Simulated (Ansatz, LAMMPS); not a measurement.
# Squeezing and shearing glassy 75Sc2O3-25SiO2 (mol %) (72 atoms)

Aim: relax glassy 75Sc2O3-25SiO2 (mol %) (72 atoms), then change its volume and shape to read moduli from the stress.

Calculated with Ansatz 0.2.0; Kohn-Sham DFT, PBE, PAW (set soft_1), plane waves.

### Step 1. The structure

The cell holds 72 atoms: 24 Sc, 4 Si and 44 O. Its edges and angles: a = 9.748 Å, b = 9.748 Å, c = 9.748 Å, α = 90.0°, β = 90.0°, γ = 90.0°. 72 atoms (24 Sc, 4 Si, 44 O) placed at random at 3.36 g/cm³, melted at 4000 K for 10 ps at fixed volume with the Morse and Coulomb pair potential with partial charges (Pedone, Malavasi, Menziani, Cormack and Segre, J. Phys. Chem. B 110, 11780 (2006)). Quenched from 4000 K to 300 K at 20 K/ps and fixed volume, held 10 ps at zero pressure.

Limits known from the start: The quench rate of 20 K/ps is many orders above laboratory rates, so the cell is likely richer in defects and strain than a real sample. The starting topology of bonds comes from the classical model, and needn't be the one that DFT or experiment would give. Sampling is at Γ alone.

### Step 2. Single point at the start

A single point comes first, to see the forces before anything moves.

Input file input.yaml:

```yaml
crystal:
  lattice:
    - [9.74808, 0.0, 0.0]
    - [0.0, 9.74808, 0.0]
    - [0.0, 0.0, 9.74808]
  atoms:
    - { symbol: Sc, position: [0.66878, 0.38071, 0.20351] }
    - { symbol: Sc, position: [0.45256, 0.98312, 0.96229] }
    - { symbol: Sc, position: [0.65712, 0.25767, 0.90897] }
    - { symbol: Sc, position: [0.49325, 0.24755, 0.45711] }
    - { symbol: Sc, position: [0.0397, 0.31456, 0.18139] }
    - { symbol: Sc, position: [0.3072, 0.39302, 0.89873] }
    - { symbol: Sc, position: [0.18589, 0.77987, 0.4447] }
    - { symbol: Sc, position: [0.79714, 0.31703, 0.57862] }
    - { symbol: Sc, position: [0.17715, 0.39765, 0.51534] }
    - { symbol: Sc, position: [0.78183, 0.68849, 0.63337] }
    - { symbol: Sc, position: [0.24952, 0.03601, 0.63246] }
    - { symbol: Sc, position: [0.45162, 0.89775, 0.34148] }
    - { symbol: Sc, position: [0.49751, 0.59618, 0.61895] }
    - { symbol: Sc, position: [0.98247, 0.56309, 0.34854] }
    - { symbol: Sc, position: [0.86262, 0.54398, 0.96392] }
    - { symbol: Sc, position: [0.03998, 0.95185, 0.20477] }
    - { symbol: Sc, position: [0.60609, 0.97576, 0.67748] }
    - { symbol: Sc, position: [0.37202, 0.5216, 0.26834] }
    - { symbol: Sc, position: [0.54722, 0.64467, 0.92713] }
    - { symbol: Sc, position: [0.72066, 0.04146, 0.25848] }
    - { symbol: Sc, position: [0.23724, 0.70448, 0.07329] }
    - { symbol: Sc, position: [0.31728, 0.19708, 0.13198] }
    - { symbol: Sc, position: [0.10758, 0.59391, 0.75644] }
    - { symbol: Sc, position: [0.01993, 0.24029, 0.79935] }
    - { symbol: Si, position: [0.9155, 0.00586, 0.53612] }
    - { symbol: Si, position: [0.09286, 0.9049, 0.86064] }
    - { symbol: Si, position: [0.66154, 0.68489, 0.34263] }
    - { symbol: Si, position: [0.79087, 0.89256, 0.96158] }
    - { symbol: O, position: [0.15946, 0.44283, 0.29658] }
    - { symbol: O, position: [0.92274, 0.89646, 0.85764] }
    - { symbol: O, position: [0.7549, 0.73786, 0.98914] }
    - { symbol: O, position: [0.12862, 0.05453, 0.80952] }
    - { symbol: O, position: [0.85769, 0.33541, 0.88478] }
    - { symbol: O, position: [0.70161, 0.19168, 0.11834] }
    - { symbol: O, position: [0.12703, 0.88337, 0.01855] }
    - { symbol: O, position: [0.12521, 0.13509, 0.22941] }
    - { symbol: O, position: [0.88097, 0.45294, 0.19065] }
    - { symbol: O, position: [0.32478, 0.7288, 0.27633] }
    - { symbol: O, position: [0.40911, 0.79111, 0.9994] }
    - { symbol: O, position: [0.43885, 0.22039, 0.96109] }
    - { symbol: O, position: [0.37737, 0.49149, 0.4902] }
    - { symbol: O, position: [0.68706, 0.49487, 0.61519] }
    - { symbol: O, position: [0.90259, 0.60078, 0.76422] }
    - { symbol: O, position: [0.68566, 0.30333, 0.3968] }
    - { symbol: O, position: [0.9261, 0.15328, 0.62555] }
    - { symbol: O, position: [0.41725, 0.00342, 0.75077] }
    - { symbol: O, position: [0.88662, 0.02458, 0.37742] }
    - { symbol: O, position: [0.06746, 0.93986, 0.53183] }
    - { symbol: O, position: [0.05126, 0.76396, 0.29066] }
    - { symbol: O, position: [0.15514, 0.38948, 0.73681] }
    - { symbol: O, position: [0.64444, 0.46655, 0.99688] }
    - { symbol: O, position: [0.16908, 0.79093, 0.76921] }
    - { symbol: O, position: [0.58556, 0.56081, 0.26421] }
    - { symbol: O, position: [0.56348, 0.72526, 0.47362] }
    - { symbol: O, position: [0.8014, 0.90921, 0.60103] }
    - { symbol: O, position: [0.41134, 0.02066, 0.1764] }
    - { symbol: O, position: [0.97117, 0.38625, 0.47841] }
    - { symbol: O, position: [0.59887, 0.75395, 0.74163] }
    - { symbol: O, position: [0.15016, 0.27669, 0.00233] }
    - { symbol: O, position: [0.32974, 0.90299, 0.49878] }
    - { symbol: O, position: [0.07864, 0.59448, 0.97625] }
    - { symbol: O, position: [0.43196, 0.31138, 0.25626] }
    - { symbol: O, position: [0.57416, 0.04965, 0.43551] }
    - { symbol: O, position: [0.11512, 0.61131, 0.5442] }
    - { symbol: O, position: [0.29088, 0.21413, 0.53363] }
    - { symbol: O, position: [0.63858, 0.21078, 0.69063] }
    - { symbol: O, position: [0.64294, 0.82545, 0.25727] }
    - { symbol: O, position: [0.86361, 0.9658, 0.10053] }
    - { symbol: O, position: [0.80483, 0.6639, 0.40856] }
    - { symbol: O, position: [0.33012, 0.51994, 0.06205] }
    - { symbol: O, position: [0.41273, 0.54871, 0.79648] }
    - { symbol: O, position: [0.66592, 0.98704, 0.90807] }
kpoints:
  mp_grid: { grid: [1, 1, 1] }
hamiltonian:
  xc: pbe
  pseudopotentials: { kind: paw, azcp: { folder: soft_1 } }
scf:
  occupations: { method: fermi_dirac, width: 0.05 }
output:
  forces: true
```

The run is started by

```
ansatz run input.yaml --threads 4 --pin off --max-ram 8192MiB --backend cpu --events-out ev --progress --plain --runs-dir out
```

Numbers of over 12 decimals in the logs are rounded to 6 here.

The log of the run:

```text
[...]
Pseudopotentials: kind: paw
Pseudopotential: Sc, paw, valence charge 11, recommended cutoff 420 eV (normal), soft_1/Sc.paw.azcp
Pseudopotential: Si, paw, valence charge 4, recommended cutoff 420 eV (normal), soft_1/Si.paw.azcp
Pseudopotential: O, paw, valence charge 6, recommended cutoff 420 eV (normal), soft_1/O.paw.azcp
[... 5 lines on functional and potentials left out ...]
Crystal: 72 atoms, lattice volume = 926.312 Å³
Basis set: ecut = 420 eV, 18037 PW (Γ), exchange–correlation on 144×144×144 points (8 copies of the dense FFT grid, shifted against one another)
Bands: 344, of which v1, the nominal top of the filled ones, is band 272 counted from 1 (271 counted from 0)
Symmetry: 1 space group operations
Space group: P1 (ITA 1), of the structure as read, at distance tolerance 9.7e-5 Å
k-points: 1
[... 7 lines on functional and potentials left out ...]
Initial density: superposition of atomic densities (chi_scale 0.1, normalization cell, long waves kept (reshape's long-wave potential 0.82 eV rms))
Initial wavefunctions: pseudopotential atomic-orbital guess
[...]
SCF iter   1: F=—  HF=-78912.999492 eV  |F-HF|=—  |Δ(HF+E_count)|=         —  Δρ=9.39e-2  dr2=2.46e2  ethr=3.10e-3  ⟨swp⟩=5.0  Hψ=1286  notcnv=0  defer=14
preconditioner: auto → Resta (q_TF=auto, 2.497 Å⁻¹)  ε∞=6.6  [insulator: Δε(μ)=0.272 eV  Ē_g=9.663 eV  σ=0.050 eV  W_gap=0.87  n_scr=250 (ndim 8)  ℏωp=22.9 eV  f_vac=0.000  D(μ)=6.76/eV (n_scr^D=26)  ε∞_Penn≈6.6]
[...]
SCF iter   9: F=—  HF=-78892.740769 eV  |F-HF|=—  |Δ(HF+E_count)|=   7.17e-2  Δρ=3.16e-3  dr2=2.87e-1  ethr=9.46e-5  ⟨swp⟩=3.0  Hψ=293  notcnv=0  defer=64
SCF iter  10: F=—  HF=-78892.678810 eV  |F-HF|=—  |Δ(HF+E_count)|=   6.20e-2  Δρ=1.64e-3  dr2=8.15e-2  ethr=5.27e-5  ⟨swp⟩=2.0  Hψ=491  notcnv=0  defer=36
automatic band count: iteration 10 solves 315 bands in place of 344: the levels show a gap, and the empty bands left out lie too high to hold charge; the band table lists the bands solved (type scf.n_extra_bands for more)
SCF iter  11: F=—  HF=-78892.652543 eV  |F-HF|=—  |Δ(HF+E_count)|=   2.63e-2  Δρ=2.22e-4  dr2=8.29e-4  ethr=1.50e-5  ⟨swp⟩=3.0  Hψ=587  notcnv=0  defer=36
SCF iter  12: F=—  HF=-78892.652712 eV  |F-HF|=—  |Δ(HF+E_count)|=   1.69e-4  Δρ=7.51e-5  dr2=9.88e-5  ethr=1.52e-7  ⟨swp⟩=3.0  Hψ=544  notcnv=0  defer=39
SCF iter  13: F=—  HF=-78892.654257 eV  |F-HF|=—  |Δ(HF+E_count)|=   1.54e-3  Δρ=3.66e-5  dr2=1.45e-5  ethr=1.82e-8  ⟨swp⟩=2.0  Hψ=515  notcnv=0  defer=39
SCF iter  14: F=—  HF=-78892.654261 eV  |F-HF|=—  |Δ(HF+E_count)|=   4.79e-6  Δρ=1.95e-5  dr2=3.41e-6  ethr=2.67e-9  ⟨swp⟩=2.0  Hψ=452  notcnv=0  defer=39
SCF iter  15: F=—  HF=-78892.654262 eV  |F-HF|=—  |Δ(HF+E_count)|=   3.56e-7  Δρ=5.35e-6  dr2=3.27e-7  ethr=6.27e-10  ⟨swp⟩=2.0  Hψ=452  notcnv=0  defer=39
SCF iter  16: F=-78892.654262 eV  HF=-78892.654262 eV  |F-HF|=1.95e-9  |Δ(HF+E_count)|=   1.79e-7  Δρ=2.14e-6  dr2=5.40e-8  ethr=1.84e-11  ⟨swp⟩=4.0  Hψ=992  notcnv=0
SCF 1 converged in 16 iterations: F = -78892.654262 eV  dr2 = 5.40e-8
[...]
SCF converged after 16 iterations
Free energy (F): -78892.654262 eV
Harris-Foulkes:  -78892.654262 eV  (|F-HF|=1.95e-9)
Internal energy: -78892.654262 eV  (E = F + TS)
E sigma→0 (E₀):  -78892.654262 eV
Fermi energy:    8.480697 eV
--- Per-component energies (eV) ---
[...]
Σ components = -78892.654262   (vs F -78892.654262, Δ=0.00e0)
--- Forces (eV/Å), atoms counted from 1 ---
  atom   1  Sc     0.57175792    -0.65264968     0.37274211
  atom   2  Sc     0.26328945    -0.09964430    -0.47857752
  atom   3  Sc     0.20353544     0.25235923    -0.12146185
  atom   4  Sc    -0.13192504    -0.22924411     0.06230069
[...]
atom  72  O     -1.53614357     0.91546253    -0.68642123
  max |Σ_I F_I| component: 6.20e-5 eV/Å
```

Run time: 13 s. Hardware: 4 threads of Arm Neoverse V2, shared host; peak memory 1.2 GiB; 47 s of CPU time.

Reading the cycles: dr2 is the Hartree energy of the density residual (eV), the measure of convergence; HF is the Harris–Foulkes estimate of the energy, which meets the free energy F at convergence.

The r.m.s. force at the start is 0.83 eV/Å.

### Step 3. Cell and atoms relaxed

The cell is relaxed with the atoms, since the starting lattice needn't suit this functional.

Input file input.yaml:

```yaml
crystal:
  lattice:
    - [9.74808, 0.0, 0.0]
    - [0.0, 9.74808, 0.0]
    - [0.0, 0.0, 9.74808]
  atoms:
    [... the 72 atom lines of step 2 ...]
kpoints:
  mp_grid: { grid: [1, 1, 1] }
hamiltonian:
  xc: pbe
  pseudopotentials: { kind: paw, azcp: { folder: soft_1 } }
scf:
  occupations: { method: fermi_dirac, width: 0.05 }
output:
  forces: true
relax:
  f_tol: 0.05
  max_steps: 150
  cell: {}
```

The log of the run:

```text
[...]
Crystal: 72 atoms, lattice volume = 926.312 Å³
Basis set: ecut = 420 eV, 18037 PW (Γ), exchange–correlation on 144×144×144 points (8 copies of the dense FFT grid, shifted against one another)
Bands: 344, of which v1, the nominal top of the filled ones, is band 272 counted from 1 (271 counted from 0)
Symmetry: 1 space group operations
[...]
k-points: 1
[...]
SCF iter   1: F=—  HF=-78912.999492 eV  |F-HF|=—  |Δ(HF+E_count)|=         —  Δρ=9.39e-2  dr2=2.46e2  ethr=3.10e-3  ⟨swp⟩=5.0  Hψ=1286  notcnv=0  defer=14
[...]
SCF iter  15: F=—  HF=-78892.654262 eV  |F-HF|=—  |Δ(HF+E_count)|=   3.96e-7  Δρ=5.48e-6  dr2=3.35e-7  ethr=6.26e-10  ⟨swp⟩=2.0  Hψ=452  notcnv=0  defer=68
SCF iter  16: F=-78892.654262 eV  HF=-78892.654262 eV  |F-HF|=1.47e-9  |Δ(HF+E_count)|=   1.83e-7  Δρ=2.17e-6  dr2=5.63e-8  ethr=1.84e-11  ⟨swp⟩=4.0  Hψ=1021  notcnv=0
SCF 1 converged in 16 iterations: F = -78892.654262 eV  dr2 = 5.63e-8
[...]
relax step   1: F+E_penalty+E_count = -78892.65426202 eV  Δ(F+E_penalty+E_count) = +0.000e0 eV  max|allowed force component| = 3.150e0 eV/Å  Δτ_max = 0.0000 Å  P = -0.146 GPa  Ω = 926.312 Å³  (16 SCF iters, dr2 threshold 1.00e-7 eV, accepted)
[... from here on, the SCF cycles and remarks between the steps are left out ...]
relax step   2: F+E_penalty+E_count = -78895.69960785 eV  Δ(F+E_penalty+E_count) = -3.045e0 eV  max|allowed force component| = 1.641e0 eV/Å  Δτ_max = 0.1950 Å  P = +0.547 GPa  Ω = 914.445 Å³  energy of the carried Pulay correction = +2.458e-2 eV  (9 SCF iters, dr2 threshold 7.20e-6 eV, accepted)
relax step   3: F+E_penalty+E_count = -78896.77177941 eV  Δ(F+E_penalty+E_count) = -1.072e0 eV  max|allowed force component| = 6.674e-1 eV/Å  Δτ_max = 0.2000 Å  P = +0.206 GPa  Ω = 909.876 Å³  energy of the carried Pulay correction = +3.412e-2 eV  (9 SCF iters, dr2 threshold 7.20e-6 eV, accepted)
relax step   4: F+E_penalty+E_count = -78896.88144336 eV  Δ(F+E_penalty+E_count) = -1.097e-1 eV  max|allowed force component| = 5.553e-1 eV/Å  Δτ_max = 0.1554 Å  P = +0.152 GPa  Ω = 912.779 Å³  energy of the carried Pulay correction = +2.805e-2 eV  (8 SCF iters, dr2 threshold 7.20e-6 eV, accepted)
relax step   5: F+E_penalty+E_count = -78896.93112216 eV  Δ(F+E_penalty+E_count) = -4.968e-2 eV  max|allowed force component| = 5.581e-2 eV/Å  Δτ_max = 0.0580 Å  P = +0.018 GPa  Ω = 913.808 Å³  energy of the carried Pulay correction = +2.590e-2 eV  (7 SCF iters, dr2 threshold 7.20e-6 eV, accepted)
relax step   6: F+E_penalty+E_count = -78896.92990907 eV  Δ(F+E_penalty+E_count) = +1.213e-3 eV  max|allowed force component| = 6.345e-2 eV/Å  Δτ_max = 0.1012 Å  P = -0.008 GPa  Ω = 916.054 Å³  energy of the carried Pulay correction = +2.122e-2 eV  (9 SCF iters, dr2 threshold 1.95e-7 eV, accepted)
relax step   7: F+E_penalty+E_count = -78896.93114543 eV  Δ(F+E_penalty+E_count) = -1.236e-3 eV  max|allowed force component| = 9.536e-2 eV/Å  Δτ_max = 0.0912 Å  P = -0.060 GPa  Ω = 917.904 Å³  energy of the carried Pulay correction = +1.738e-2 eV  (9 SCF iters, dr2 threshold 2.52e-7 eV, accepted)
relax step   8: F+E_penalty+E_count = -78896.95535789 eV  Δ(F+E_penalty+E_count) = -2.421e-2 eV  max|allowed force component| = 1.506e-1 eV/Å  Δτ_max = 0.2000 Å  P = -0.035 GPa  Ω = 918.905 Å³  energy of the carried Pulay correction = +1.530e-2 eV  (9 SCF iters, dr2 threshold 5.68e-7 eV, accepted)
relax step   9: F+E_penalty+E_count = -78896.95897284 eV  Δ(F+E_penalty+E_count) = -3.615e-3 eV  max|allowed force component| = 1.419e-1 eV/Å  Δτ_max = 0.0558 Å  P = +0.067 GPa  Ω = 917.193 Å³  energy of the carried Pulay correction = +1.886e-2 eV  (7 SCF iters, dr2 threshold 1.42e-6 eV, accepted)
relax step  10: F+E_penalty+E_count = -78896.98081444 eV  Δ(F+E_penalty+E_count) = -2.184e-2 eV  max|allowed force component| = 1.187e-1 eV/Å  Δτ_max = 0.2000 Å  P = +0.028 GPa  Ω = 918.453 Å³  energy of the carried Pulay correction = +1.624e-2 eV  (9 SCF iters, dr2 threshold 1.26e-6 eV, accepted)
relax step  11: F+E_penalty+E_count = -78896.92506681 eV  Δ(F+E_penalty+E_count) = +5.575e-2 eV  max|allowed force component| = 2.401e-1 eV/Å  Δτ_max = 0.1954 Å  P = -0.011 GPa  Ω = 917.813 Å³  energy of the carried Pulay correction = +1.757e-2 eV  (9 SCF iters, dr2 threshold 8.81e-7 eV, rejected (line search))
relax step  12: F+E_penalty+E_count = -78896.99098061 eV  Δ(F+E_penalty+E_count) = -1.017e-2 eV  max|allowed force component| = 3.010e-1 eV/Å  Δτ_max = 0.0977 Å  P = +0.017 GPa  Ω = 918.187 Å³  energy of the carried Pulay correction = +1.679e-2 eV  (13 SCF iters, accepted)
relax step  13: F+E_penalty+E_count = -78896.99425092 eV  Δ(F+E_penalty+E_count) = -3.270e-3 eV  max|allowed force component| = 3.658e-2 eV/Å  Δτ_max = 0.0844 Å  P = -0.002 GPa  Ω = 918.933 Å³  energy of the carried Pulay correction = +1.524e-2 eV  (6 SCF iters, dr2 threshold 5.66e-6 eV, accepted)
relax step  14: F+E_penalty+E_count = -78897.00782312 eV  Δ(F+E_penalty+E_count) = -1.357e-2 eV  max|allowed force component| = 3.597e-2 eV/Å  Δτ_max = 0.0000 Å  P = +0.003 GPa  Ω = 918.933 Å³  stress off target by 1.68e-1 GPa  SCF on the basis re-selected at this cell (its energy is not comparable with the rows above)  (8 SCF iters)
relax step  15: F+E_penalty+E_count = -78897.01056240 eV  Δ(F+E_penalty+E_count) = -2.739e-3 eV  max|allowed force component| = 2.328e-2 eV/Å  Δτ_max = 0.0501 Å  P = -0.001 GPa  Ω = 919.029 Å³  energy of the carried Pulay correction = -8.778e-5 eV  (9 SCF iters, dr2 threshold 7.04e-8 eV, accepted)
relax step  16: F+E_penalty+E_count = -78897.00884199 eV  Δ(F+E_penalty+E_count) = +1.720e-3 eV  max|allowed force component| = 2.324e-2 eV/Å  Δτ_max = 0.0000 Å  P = -0.001 GPa  Ω = 919.029 Å³  stress off target by 2.64e-2 GPa  SCF on the basis re-selected at this cell (its energy is not comparable with the rows above)  (5 SCF iters)
basis re-selected at this cell: Δ(F+E_penalty+E_count) = +1.720e-3 eV, ΔP = +0.000 GPa vs the last step (what re-selecting the basis moved, of the pressure what is left beyond the Pulay correction that the steps carried, after the strain that the cell walked since its last selection, [...]
SCF converged after 5 iterations
Free energy (F): -78897.008842 eV
[...]
Internal energy: -78897.008842 eV  (E = F + TS)
E sigma→0 (E₀):  -78897.008842 eV
Fermi energy:    8.637358 eV
[...]
Σ components = -78897.008842   (vs F -78897.008842, Δ=0.00e0)
--- Forces (eV/Å), atoms counted from 1 ---
  atom   1  Sc    -0.00595204    -0.01512898    -0.00198844
  atom   2  Sc    -0.01414680     0.00900385     0.00241772
  atom   3  Sc     0.00769498    -0.00132607    -0.00517389
  atom   4  Sc    -0.00090995    -0.00656274     0.00134801
[...]
atom  72  O      0.00297843    -0.01422754    -0.00529229
  max |Σ_I F_I| component: 1.04e-5 eV/Å
--- Stress (GPa, compression-positive) ---
        0.020135      -0.003743      -0.003867
       -0.003742      -0.025185       0.005461
       -0.003865       0.005462       0.001494
  P = ⅓ Tr σ = -0.0012 GPa (-0.012 kbar)
--- Relaxed structure (14 steps of the walk, 13 accepted, 2 SCFs on fresh bases) ---
  F+E_penalty+E_count = -78897.00884199 eV   max|allowed force component| = 2.324e-2 eV/Å   (the final SCF, on the basis selected at the relaxed cell)
  cell:  # Å, volume = 919.0285 Å³
    - [9.919655, -0.077453, -0.166465]
    - [-0.077453, 9.576667, 0.108097]
    - [-0.166465, 0.108097, 9.678863]
  atoms:
    - { symbol: Sc, position: [0.672925, 0.385431, 0.196816] }
    - { symbol: Sc, position: [0.466034, 0.988212, 0.948810] }
    - { symbol: Sc, position: [0.673290, 0.249793, 0.908547] }
    - { symbol: Sc, position: [0.479208, 0.254428, 0.458182] }
[...]
- { symbol: O, position: [0.669791, 0.990863, 0.903456] }
```

It took 2.5 min on 4 threads; peak memory 1.3 GiB; 9.4 min of CPU time.

The relaxation converged after 14 steps, with a largest force component of 0.023 eV/Å.

[end of part 1 of 4]

[Logs are printed without paths, hosts, clocks, repeated set-up lines and the standing remarks that a program may print on its own settings, such as how far it seeks lower states.]

[Hosts, paths, dates, database ids (printed as entryN), source tags and the programs' standing remarks are cut or masked in the printed files.]
